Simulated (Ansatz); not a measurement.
# Na on Mo(100): change of the work function, part 3 of 3

Wanted: Δφ(θ) for Na/Mo(100), starting from the hollow site.

Ansatz 0.2.0; plane-wave DFT, PBE, Ansatz PAW.

So far, work function, upper face (eV): step 2 (the clean slab) 3.83; step 3 (37 atoms, coverage 0.111 ML, cell 3x3) 3.11.

## (4) Adsorbate added, k-mesh 6×6×1, coverage 0.25 ML

System of this step: Na/Mo(100). The cell holds 17 atoms: 16 Mo and 1 Na. Cell: a = 6.300 Å, b = 6.300 Å, c = 25.028 Å, α = 90.0°, β = 90.0°, γ = 90.0°. Vacuum lies along c.

Another coverage, to see how the dipoles act on each other as their distance changes.

Contents of input.yaml:

```yaml
crystal:
  lattice:
    - [6.3, 0.0, 0.0]
    - [0.0, 6.3, 0.0]
    - [0.0, 0.0, 25.028314821]
  atoms:
    - { symbol: Mo, position: [0.25, 0.25, 0.3595927279] }
    - { symbol: Mo, position: [0.0, 0.0, 0.4225214552] }
    - { symbol: Mo, position: [0.25, 0.25, 0.4881260254] }
    - { symbol: Mo, position: [0.0, 0.0, 0.5433380702] }
    - { symbol: Mo, position: [0.25, 0.75, 0.3595927279] }
    - { symbol: Mo, position: [0.0, 0.5, 0.4225214552] }
    - { symbol: Mo, position: [0.25, 0.75, 0.4881260254] }
    - { symbol: Mo, position: [0.0, 0.5, 0.5433380702] }
    - { symbol: Mo, position: [0.75, 0.25, 0.3595927279] }
    - { symbol: Mo, position: [0.5, 0.0, 0.4225214552] }
    - { symbol: Mo, position: [0.75, 0.25, 0.4881260254] }
    - { symbol: Mo, position: [0.5, 0.0, 0.5433380702] }
    - { symbol: Mo, position: [0.75, 0.75, 0.3595927279] }
    - { symbol: Mo, position: [0.5, 0.5, 0.4225214552] }
    - { symbol: Mo, position: [0.75, 0.75, 0.4881260254] }
    - { symbol: Mo, position: [0.5, 0.5, 0.5433380702] }
    - { symbol: Na, position: [0.25, 0.25, 0.6404072721] }
kpoints:
  mp_grid: { grid: [6, 6, 1] }
hamiltonian:
  xc: pbe
scf:
  occupations: { method: fermi_dirac, width: 0.1 }
  convergence: { dr2_threshold: 1.0e-08 }
efield:
  axis: 3
  dipole_correction: true
  ramp_position: 0.97
  ramp_width: 0.06
relax:
  f_tol: 0.02
  max_steps: 60
  constraints: [{ sites: [0, 1, 4, 5, 8, 9, 12, 13] }]
output:
  dos: { projected: true, e_range: [-8, 4] }
  write_potential: true
  write_density: true
  volumetric_format: npy
  elf: true
```

Launch:

```
> ansatz run input.yaml --threads 4 --pin off --max-ram 16384MiB --backend cpu --events-out ev --progress --plain --runs-dir out
```

Numbers of over 12 decimals in the logs are rounded to 6 here.

Log:

```text
[...]
Crystal: 17 atoms, lattice volume = 993.374 Å³
Basis set: ecut = 420 eV, 19471 PW (Γ), exchange–correlation on 90×90×360 points (8 copies of the dense FFT grid, shifted against one another)
Bands: 140, of which v1, the nominal top of the filled ones, is band 117 counted from 1 (116 counted from 0)
Symmetry: 8 space group operations
[...]
k-points: 10 of 36
[...]
SCF iter   1: F=—  HF=-80767.048331 eV  |F-HF|=—  |Δ(HF+E_count)|=         —  Δρ=6.73e-3  dr2=1.26e0  ethr=1.77e-3  p=0.527 e·Å  D=9.61e-2 V/Å  ΔV_dip=-2.40 eV  dr2_dipole=3.71e-1  V_vac-E_F(+/−)=1.81/4.22 eV  ⟨swp⟩=8.8  Hψ=6191  notcnv=0
[...]
SCF iter  10: F=-80766.902727 eV  HF=-80766.902727 eV  |F-HF|=1.42e-8  |Δ(HF+E_count)|=   1.40e-8  Δρ=5.34e-7  dr2=3.38e-9  ethr=4.29e-12  p=0.301 e·Å  D=5.49e-2 V/Å  ΔV_dip=-1.37 eV  dr2_dipole=2.09e-10  V_vac-E_F(+/−)=2.50/3.87 eV  ⟨swp⟩=12.8  Hψ=9867  notcnv=0
SCF 1 converged in 10 iterations: F = -80766.902727 eV  dr2 = 3.38e-9
[...]
relax step   1: F+E_penalty+E_count = -80766.90272699 eV  Δ(F+E_penalty+E_count) = +0.000e0 eV  max|allowed force component| = 1.107e-1 eV/Å  Δτ_max = 0.0000 Å  (10 SCF iters, accepted)
[...]
SCF iter   8: F=-80766.918613 eV  HF=-80766.918613 eV  |F-HF|=1.43e-8  |Δ(HF+E_count)|=   3.91e-8  Δρ=6.15e-7  dr2=5.85e-9  ethr=4.29e-12  p=0.299 e·Å  D=5.44e-2 V/Å  ΔV_dip=-1.36 eV  dr2_dipole=4.11e-10  V_vac-E_F(+/−)=2.51/3.87 eV  ⟨swp⟩=12.1  Hψ=11435  notcnv=0
SCF 2 converged in 8 iterations: F = -80766.918613 eV  dr2 = 5.85e-9
relax step   2: F+E_penalty+E_count = -80766.91861259 eV  Δ(F+E_penalty+E_count) = -1.589e-2 eV  max|allowed force component| = 1.056e-1 eV/Å  Δτ_max = 0.0323 Å  (8 SCF iters, accepted)
SCF iter   1: F=—  HF=-80766.953185 eV  |F-HF|=—  |Δ(HF+E_count)|=         —  Δρ=4.08e-3  dr2=3.74e-1  ethr=1.17e-3  p=0.299 e·Å  D=5.44e-2 V/Å  ΔV_dip=-1.36 eV  dr2_dipole=1.61e-2  V_vac-E_F(+/−)=2.51/3.87 eV  ⟨swp⟩=4.2  Hψ=2753  notcnv=0
[...]
SCF iter   9: F=-80766.922459 eV  HF=-80766.922459 eV  |F-HF|=1.92e-9  |Δ(HF+E_count)|=   1.94e-8  Δρ=4.61e-7  dr2=5.88e-9  ethr=4.29e-12  p=0.292 e·Å  D=5.31e-2 V/Å  ΔV_dip=-1.33 eV  dr2_dipole=2.38e-10  V_vac-E_F(+/−)=2.54/3.87 eV  ⟨swp⟩=13.4  Hψ=10153  notcnv=0
SCF 3 converged in 9 iterations: F = -80766.922459 eV  dr2 = 5.88e-9
relax step   3: F+E_penalty+E_count = -80766.92245893 eV  Δ(F+E_penalty+E_count) = -3.846e-3 eV  max|allowed force component| = 2.186e-1 eV/Å  Δτ_max = 0.0591 Å  (9 SCF iters, accepted)
[...]
relax step   4: F+E_penalty+E_count = -80766.92725440 eV  Δ(F+E_penalty+E_count) = -4.795e-3 eV  max|allowed force component| = 4.630e-2 eV/Å  Δτ_max = 0.0256 Å  (8 SCF iters, accepted)
[...]
relax step   5: F+E_penalty+E_count = -80766.92829608 eV  Δ(F+E_penalty+E_count) = -1.042e-3 eV  max|allowed force component| = 2.895e-2 eV/Å  Δτ_max = 0.0084 Å  (8 SCF iters, accepted)
SCF iter   1: F=—  HF=-80766.928764 eV  |F-HF|=—  |Δ(HF+E_count)|=         —  Δρ=8.66e-5  dr2=2.53e-4  ethr=4.75e-6  p=0.286 e·Å  D=5.21e-2 V/Å  ΔV_dip=-1.30 eV  dr2_dipole=5.60e-5  V_vac-E_F(+/−)=2.56/3.87 eV  ⟨swp⟩=1.4  Hψ=1703  notcnv=0
[...]
SCF iter   6: F=-80766.928349 eV  HF=-80766.928349 eV  |F-HF|=3.64e-10  |Δ(HF+E_count)|=   1.26e-8  Δρ=3.20e-7  dr2=2.38e-9  ethr=4.29e-12  p=0.287 e·Å  D=5.22e-2 V/Å  ΔV_dip=-1.31 eV  dr2_dipole=5.81e-13  V_vac-E_F(+/−)=2.56/3.87 eV  ⟨swp⟩=10.1  Hψ=9388  notcnv=0
SCF 6 converged in 6 iterations: F = -80766.928349 eV  dr2 = 2.38e-9
relax step   6: F+E_penalty+E_count = -80766.92834868 eV  Δ(F+E_penalty+E_count) = -5.260e-5 eV  max|allowed force component| = 1.494e-3 eV/Å  Δτ_max = 0.0027 Å  (6 SCF iters, accepted)
[...]
SCF converged after 6 iterations
Free energy (F): -80766.928349 eV
[...]
Internal energy: -80766.265581 eV  (E = F + TS)
E sigma→0 (E₀):  -80766.596965 eV
Entropy (-TS):   -0.662768 eV (-38.986 meV/atom)
Fermi energy:    3.057672 eV
Dipole field:    D = 0.052202 V/Å  (p = 0.286576 e·Å, saw-weighted, corrected)
Work function:   Φ+ = 2.5615 eV   Φ− = 3.8681 eV
[...]
--- Forces (eV/Å), atoms counted from 1 ---
  atom   1  Mo     0.00000000     0.00000000     1.74499831
  atom   2  Mo     0.11616511     0.11616511    -1.64650647
  atom   3  Mo    -0.00000000    -0.00000000    -0.00000324
  atom   4  Mo     0.00017495     0.00017495    -0.00039768
  atom   5  Mo     0.00000000     0.00000000     1.63798283
  atom   6  Mo     0.11616511    -0.11616511    -1.64650647
  atom   7  Mo    -0.00000000     0.00000000     0.00030897
  atom   8  Mo     0.00017495    -0.00017495    -0.00039768
  atom   9  Mo     0.00000000    -0.00000000     1.63798283
  atom  10  Mo    -0.11616511     0.11616511    -1.64650647
  atom  11  Mo     0.00000000     0.00000000     0.00030897
  atom  12  Mo    -0.00017495     0.00017495    -0.00039768
  atom  13  Mo     0.00000000     0.00000000     1.56468233
  atom  14  Mo    -0.11616511    -0.11616511    -1.64650647
  atom  15  Mo     0.00000000     0.00000000     0.00149371
  atom  16  Mo    -0.00017495    -0.00017495    -0.00039768
  atom  17  Na    -0.00000000     0.00000000    -0.00015531
  max |Σ_I F_I| component: 1.72e-5 eV/Å
--- Band table (eV; the first three rows and the last of 10) ---
  k-point 0: bands = [... 113 lower, 2.7992, 2.7992, 3.0240, 3.5398, 3.5528, 3.5528, 4.0036, 4.0036, ... 19 higher]
  k-point 1: bands = [... 113 lower, 2.8808, 2.9646, 3.1321, 3.2517, 3.3510, 3.4007, 3.6857, 3.8751, ... 19 higher]
  k-point 2: bands = [... 113 lower, 2.9487, 2.9867, 3.0531, 3.1217, 3.2308, 3.3381, 3.4489, 3.4829, ... 19 higher]
  k-point 9: bands = [... 113 lower, 2.7078, 2.7078, 2.8874, 2.9081, 2.9093, 2.9093, 3.0511, 3.2291, ... 19 higher]
--- Relaxed structure (6 steps of the walk, 6 accepted, 0 SCFs on fresh bases) ---
  F+E_penalty+E_count = -80766.92834868 eV   max|allowed force component| = 1.494e-3 eV/Å
  atoms:
    - { symbol: Mo, position: [0.250000, 0.250000, 0.3595927279] }
    - { symbol: Mo, position: [0.0, 0.0, 0.422521] }
    - { symbol: Mo, position: [0.250000, 0.250000, 0.489767] }
    - { symbol: Mo, position: [-0.00863068, -0.00863068, 0.543488] }
    - { symbol: Mo, position: [0.250000, 0.750000, 0.3595927279] }
    - { symbol: Mo, position: [0.0, 0.500000, 0.422521] }
    - { symbol: Mo, position: [0.250000, 0.750000, 0.487986] }
    - { symbol: Mo, position: [-0.00863068, 0.508631, 0.543488] }
    - { symbol: Mo, position: [0.750000, 0.250000, 0.3595927279] }
    - { symbol: Mo, position: [0.500000, 0.0, 0.422521] }
    - { symbol: Mo, position: [0.750000, 0.250000, 0.487986] }
    - { symbol: Mo, position: [0.508631, -0.00863068, 0.543488] }
    - { symbol: Mo, position: [0.750000, 0.750000, 0.3595927279] }
    - { symbol: Mo, position: [0.500000, 0.500000, 0.422521] }
    - { symbol: Mo, position: [0.750000, 0.750000, 0.486193] }
    - { symbol: Mo, position: [0.508631, 0.508631, 0.543488] }
    - { symbol: Na, position: [0.250000, 0.250000, 0.636648] }
```

The job ended after 4.2 min (4 threads of Arm Neoverse V1, shared host; peak memory 3.4 GiB; 16 min of CPU time).

Relaxation path:

```tsv
step	energy less that of the first step (eV)	largest force component (eV/Å)
1	0.0000	0.1107
2	-0.0159	0.1056
3	-0.0197	0.2186
4	-0.0245	0.0463
5	-0.0256	0.0290
6	-0.0256	0.0015
```

Forces are held to the 8 operations that the run works with; a distortion that breaks them can't arise in this run.

The atoms that moved most (Å):

```tsv
atom	dx	dy	dz	length
Na17	0.000	0.000	-0.094	0.094
Mo16	0.054	0.054	0.004	0.077
Mo12	0.054	-0.054	0.004	0.077
Mo8	-0.054	0.054	0.004	0.077
Mo4	-0.054	-0.054	0.004	0.077
Mo15	0.000	0.000	-0.048	0.048
Mo3	0.000	0.000	0.041	0.041
```

Final coordinates:

```xyz
17
Lattice="6.3000 0.0000 0.0000 0.0000 6.3000 0.0000 0.0000 0.0000 25.0283" Properties=species:S:1:pos:R:3
Mo    1.5750    1.5750    9.0000
Mo    0.0000    0.0000   10.5750
Mo    1.5750    1.5750   12.2580
Mo   -0.0544   -0.0544   13.6026
Mo    1.5750    4.7250    9.0000
Mo    0.0000    3.1500   10.5750
Mo    1.5750    4.7250   12.2135
Mo   -0.0544    3.2044   13.6026
Mo    4.7250    1.5750    9.0000
Mo    3.1500    0.0000   10.5750
Mo    4.7250    1.5750   12.2135
Mo    3.2044   -0.0544   13.6026
Mo    4.7250    4.7250    9.0000
Mo    3.1500    3.1500   10.5750
Mo    4.7250    4.7250   12.1686
Mo    3.2044    3.2044   13.6026
Na    1.5750    1.5750   15.9342
```

This step gave:

```yaml
energy_at_zero_smearing: -80766.5970 eV
work_function_upper_face: 2.562 eV
work_function_lower_face: 3.868 eV
dipole_along_the_normal: 0.2866 e·Å
step_between_the_vacuum_levels: -1.307 eV
```

The density of states has structure finer than the step of the table below, so its rows give means over 0.2 eV, whole bins alone (the curve runs from -8 to 1.68 eV). Peaks (eV: height): -3.07: 44.8, -2.98: 50.2, -2.38: 41.2, -0.54: 45.3, -0.39: 50.2, -0.21: 41.2, 1.50: 40.8.

Table of density of states by energy, zero at the Fermi level; means over each step:

```tsv
energy (eV)	density of states (states/eV a cell)
-6.2	0.00323
-6.0	0.963
-5.8	1.28
-5.6	1.49
-5.4	1.57
-5.2	1.74
-5.0	1.89
-4.8	4.02
-4.6	6.81
-4.4	11.3
-4.2	14.1
-4.0	20.1
-3.8	17.7
-3.6	12.9
-3.4	17.8
-3.2	28.9
-3.0	29.7
-2.8	20.4
-2.6	24.4
-2.4	27.2
-2.2	18.3
-2.0	15.9
-1.8	22.2
-1.6	16.7
-1.4	17.2
-1.2	18.6
-1.0	14.3
-0.8	17.3
-0.6	31.8
-0.4	33.6
-0.2	29.2
0.0	19.0
0.2	14.7
0.4	15.0
0.6	14.8
0.8	19.0
1.0	20.3
1.2	22.1
1.4	33.0
```

Projected DOS per atom over height of the atomic layer and energy from the Fermi level. Layers: Mo4 Mo4 Mo4 Mo4 Na from below.

Ten even steps from '_' (0.00 states/eV) to '@' (3.12 states/eV), each cell a mean:
```
##====++..
==------__
==::..--..
==::..==..
@@--::##__
**::::**..
==::::--__
----::==__
==------__
==++++==__
--****--__
--====--__
..====--__
..--==..__
__....____
__________
__________
__________
__________
__________
__________
__________
```
Columns: height of the atomic layer (Å) from 9 to 15.9 (not evenly spaced); rows upwards: energy from the Fermi level (eV) from -7.96 to 1.65.

Valence density in the ca plane at fractional y = 0.250, with atoms of Mo and Na within 0.2 Å of it. It is the smooth field of the valence electrons, not physical close to the nuclei.

Values in e/Å³, 9 rows by 16 columns, each cell a mean:
```
 0  0  1  0  0  1  0  0  0  0  0  0  0  0  0  0
 0  1  4  1  1  4  1  0  0  0  0  0  0  0  0  0
 0  2  5  1  1  5  1  0  0  0  0  0  0  0  0  0
 0  0  1  0  0  1  0  0  0  0  0  0  0  0  0  0
 0  0  0  0  0  0  0  0  0  0  0  0  0  0  0  0
 0  1  2  0  0  2  1  0  0  1  0  0  0  0  0  0
 0  2  6  1  1  6  2  0  1 11  0  0  0  0  0  0
 0  1  3  0  0  3  1  0  0  2  0  0  0  0  0  0
 0  0  0  0  0  0  0  0  0  0  0  0  0  0  0  0
```
Columns run along c (16.0 Å, from fractional 0.27 to 0.91 of the cell), rows up along a (6.3 Å). Atoms in or near the plane, at fractional coordinates: Mo at (0.36, 0.25), Mo at (0.49, 0.25), Mo at (0.36, 0.75), Mo at (0.49, 0.75), Na at (0.64, 0.25).

ELF in the ca plane at fractional y = 0.250, with atoms of Mo and Na within 0.2 Å of it. It is the smooth field of the valence electrons, not physical close to the nuclei.

Values, 9 rows by 16 columns, each cell a mean:
```
0.13 0.21 0.28 0.38 0.37 0.24 0.35 0.35 0.34 0.31 0.20 0.08 0.02 0.00 0.00 0.00
0.06 0.38 0.63 0.34 0.31 0.63 0.36 0.38 0.29 0.23 0.11 0.03 0.01 0.00 0.00 0.00
0.05 0.41 0.61 0.33 0.31 0.62 0.37 0.38 0.29 0.21 0.10 0.03 0.00 0.00 0.00 0.00
0.11 0.22 0.33 0.37 0.35 0.30 0.34 0.36 0.32 0.30 0.19 0.07 0.01 0.00 0.00 0.00
0.16 0.24 0.29 0.39 0.40 0.28 0.40 0.35 0.31 0.12 0.13 0.15 0.04 0.00 0.00 0.00
0.08 0.27 0.46 0.36 0.33 0.43 0.33 0.41 0.16 0.32 0.05 0.16 0.08 0.01 0.00 0.00
0.04 0.43 0.59 0.32 0.29 0.59 0.39 0.34 0.28 0.45 0.15 0.14 0.11 0.01 0.00 0.00
0.07 0.32 0.56 0.35 0.32 0.55 0.35 0.40 0.18 0.43 0.06 0.15 0.09 0.01 0.00 0.00
0.15 0.23 0.28 0.38 0.39 0.26 0.39 0.37 0.27 0.07 0.09 0.16 0.05 0.00 0.00 0.00
```
Columns run along c (16.0 Å, from fractional 0.27 to 0.91 of the cell), rows up along a (6.3 Å). Atoms in or near the plane, at fractional coordinates: Mo at (0.36, 0.25), Mo at (0.49, 0.25), Mo at (0.36, 0.75), Mo at (0.49, 0.75), Na at (0.64, 0.25).

Electrostatic potential energy in the ca plane at fractional y = 0.250, with atoms of Mo and Na within 0.2 Å of it. With pseudopotentials it is smooth inside the atoms' cores, unlike the true potential.

Values in eV, 9 rows by 16 columns, each cell a mean:
```
  6   1  -6   3   3  -6   2   5   6   6   6   6   6   6   6   6
  5 -20 -54  -5  -7 -55 -16   6   7   7   6   6   6   6   6   6
  4 -24 -61  -7  -9 -62 -20   6   7   7   6   6   6   6   6   6
  6  -2 -14   2   2 -14  -1   6   7   6   6   6   6   6   6   6
  6   4   2   4   4   2   4   5   5   4   5   5   6   6   6   6
  5  -8 -28   0   0 -29  -7   6   1  -9   2   5   6   6   6   6
  4 -28 -65  -9  -9 -65 -27   6  -9 -53  -1   5   6   6   6   6
  5 -13 -41  -2  -2 -41 -12   6  -1 -18   2   5   6   6   6   6
  6   3   0   4   4   0   3   5   5   3   4   5   6   6   6   6
```
Columns run along c (16.0 Å, from fractional 0.27 to 0.91 of the cell; values clipped at the 3rd and 97th percentile), rows up along a (6.3 Å). Atoms in or near the plane, at fractional coordinates: Mo at (0.36, 0.25), Mo at (0.49, 0.25), Mo at (0.36, 0.75), Mo at (0.49, 0.75), Na at (0.64, 0.25).

The relaxation took 6 steps and lowered the energy by 0.026 eV; the largest force on the free atoms ends at 0.0015 eV/Å.

By hand: a sheet of dipoles makes a step −p/(ε₀A) in the electron's potential. With e/ε₀ = 180.95 V·Å, p = 0.2866 e·Å and A = 39.69 Å², that is −180.95 × (0.2866) / 39.69 = -1.307 eV, and the two vacuum levels of the run differ by -1.307 eV.

The covered face has 2.56 eV, -1.27 eV against the clean one; the bare back face has moved by +0.01 eV, a measure of how thin the slab is.

## (5) The covered slab, k-mesh 6×6×1, coverage 0.5 ML

System of this step: Na/Mo(100). The cell holds 18 atoms: 16 Mo and 2 Na. Cell: a = 6.300 Å, b = 6.300 Å, c = 25.028 Å, α = 90.0°, β = 90.0°, γ = 90.0°. Vacuum lies along c.

Another coverage, to see how the dipoles act on each other as their distance changes.

Changes to input.yaml since step 4:

```diff
@@ -23,2 +23,3 @@
     - { symbol: Na, position: [0.25, 0.25, 0.6404072721] }
+    - { symbol: Na, position: [0.75, 0.75, 0.6404072721] }
 kpoints:
```

Log:

```text
[...]
Crystal: 18 atoms, lattice volume = 993.374 Å³
Basis set: ecut = 420 eV, 19471 PW (Γ), exchange–correlation on 90×90×360 points (8 copies of the dense FFT grid, shifted against one another)
Bands: 146, of which v1, the nominal top of the filled ones, is band 121 counted from 1 (120 counted from 0)
Symmetry: 16 space group operations
[...]
- { symbol: Mo, position: [0.750000, 0.750000, 0.3595927279] }
    - { symbol: Mo, position: [0.500000, 0.500000, 0.422521] }
    - { symbol: Mo, position: [0.750000, 0.750000, 0.487838] }
    - { symbol: Mo, position: [0.500000, 0.500000, 0.543499] }
    - { symbol: Na, position: [0.250000, 0.250000, 0.640231] }
    - { symbol: Na, position: [0.750000, 0.750000, 0.640231] }
[key lines of the parts left out:]
SCF converged after 8 iterations
Free energy (F): -82253.888067 eV
Fermi energy:    3.328753 eV
Dipole field:    D = 0.063806 V/Å  (p = 0.350279 e·Å, saw-weighted, corrected)
Work function:   Φ+ = 2.2721 eV   Φ− = 3.8691 eV
```

It took 2.4 min on 4 threads; peak memory 3.5 GiB; 9.4 min of CPU time.

Step by step:

```tsv
step	energy less that of the first step (eV)	largest force component (eV/Å)
1	0.0000	0.1185
2	-0.0011	0.0722
3	-0.0021	0.0102
```

Forces are held to the 16 operations that the run works with; a distortion that breaks them can't arise in this run.

The relaxed structure:

```
Mo Na
1.0
     6.30000    0.00000    0.00000
     0.00000    6.30000    0.00000
     0.00000    0.00000   25.02831
Mo Na
16 2
Direct
  0.25000 0.25000 0.35959
  0.00000 0.00000 0.42252
  0.25000 0.25000 0.48784
  0.00000 0.00000 0.54350
  0.25000 0.75000 0.35959
  0.00000 0.50000 0.42252
  0.25000 0.75000 0.48796
  0.00000 0.50000 0.54350
  0.75000 0.25000 0.35959
  0.50000 0.00000 0.42252
  0.75000 0.25000 0.48796
  0.50000 0.00000 0.54350
  0.75000 0.75000 0.35959
  0.50000 0.50000 0.42252
  0.75000 0.75000 0.48784
  0.50000 0.50000 0.54350
  0.25000 0.25000 0.64023
  0.75000 0.75000 0.64023
```

Running mean over 1.575 Å of the planar mean; the ramp of the sawtooth is left out. Table of electron's electrostatic potential energy less the Fermi level by z:

```tsv
z (Å)	electron's electrostatic potential energy less the Fermi level (eV)
3.5	3.87
4.0	3.87
4.5	3.87
5.0	3.86
5.5	3.84
6.0	3.79
6.5	3.62
7.0	3.14
7.5	1.65
8.0	-2.54
8.5	-8.11
9.0	-11.4
9.5	-12.1
10.0	-12.3
10.5	-12.3
11.0	-12.1
11.5	-12.1
12.0	-12.7
12.5	-14.0
13.0	-14.3
13.5	-12.8
14.0	-9.25
14.5	-3.89
15.0	-0.131
15.5	-0.0678
16.0	-0.579
16.5	-0.352
17.0	0.869
17.5	1.72
18.0	2.02
18.5	2.16
19.0	2.22
19.5	2.25
20.0	2.26
20.5	2.27
21.0	2.27
21.5	2.27
```

The relaxation took 3 steps and lowered the energy by 0.0021 eV; the largest force on the free atoms ends at 0.010 eV/Å.

The covered face has 2.27 eV, -1.56 eV against the clean one; the bare back face has moved by +0.01 eV, a measure of how thin the slab is.

## (6) Work function against coverage

This step: plane-wave DFT, PBE, Ansatz PAW; work function against coverage (Ansatz 0.2.0).

The runs are now put side by side.

Numbers from this step:

```yaml
work_function_of_the_clean_face: 3.830 eV
largest_change_of_the_work_function: -1.558 eV
```

The work function of the covered face by coverage:

```tsv
coverage (adsorbates/nm²)	work function of the covered face (eV)
0.00	3.83
1.12	3.11
2.52	2.56
5.04	2.27
```

The dipole per adsorbate comes from the change of the cell's dipole. Coverage, by row:

```tsv
coverage (1/nm²)	coverage (ML)	work function (eV)	change (eV)	dipole per adsorbate, positive end outwards (debye)	mean height of the added atoms over the highest substrate atom (Å)
1.12	0.1111	3.112	-0.7181	1.708	2.476
2.52	0.25	2.562	-1.269	1.344	2.332
5.039	0.5	2.272	-1.558	0.825	2.421
```

## (7) Results

```yaml
work_function_of_the_clean_face: 3.83 eV
work_function_at_0p11_ml: 3.11 eV
work_function_at_0p25_ml: 2.56 eV
work_function_at_0p5_ml: 2.27 eV
dipole_per_adsorbate_at_0p11_ml_positive_end_outwards: 1.71 D
```

In words: Na lowers the work function of Mo(100) at the lowest coverage, by 0.72 eV: the adsorbate layer has its positive end outwards. The dipole per adsorbate falls from 1.71 to 0.82 D as the layer fills. Neighbouring dipoles depolarise each other, and heights and bonding change with coverage too. The slab has 4 layers, at the tabulated experimental lattice constant, one starting site was run, and quantum-size effects of a slab this thin can reach one or two tenths of an eV.

[Logs are printed without paths, hosts, clocks, repeated set-up lines and the standing remarks that a program may print on its own settings, such as how far it seeks lower states.]

[Hosts, paths, dates, database ids (printed as entryN), source tags and the programs' standing remarks are cut or masked in the printed files.]

[Maps of the electrostatic potential energy from Ansatz leave out the sawtooth potential of an applied field or a dipole correction, so their vacuum need not be flat; planar profiles and work functions include it.]

[The density of states shown here was stored with 400 of the rows of the run's finer table, so its peaks can read low, often by over a quarter, or be missed, and its means over a window can be off by a tenth or more.]
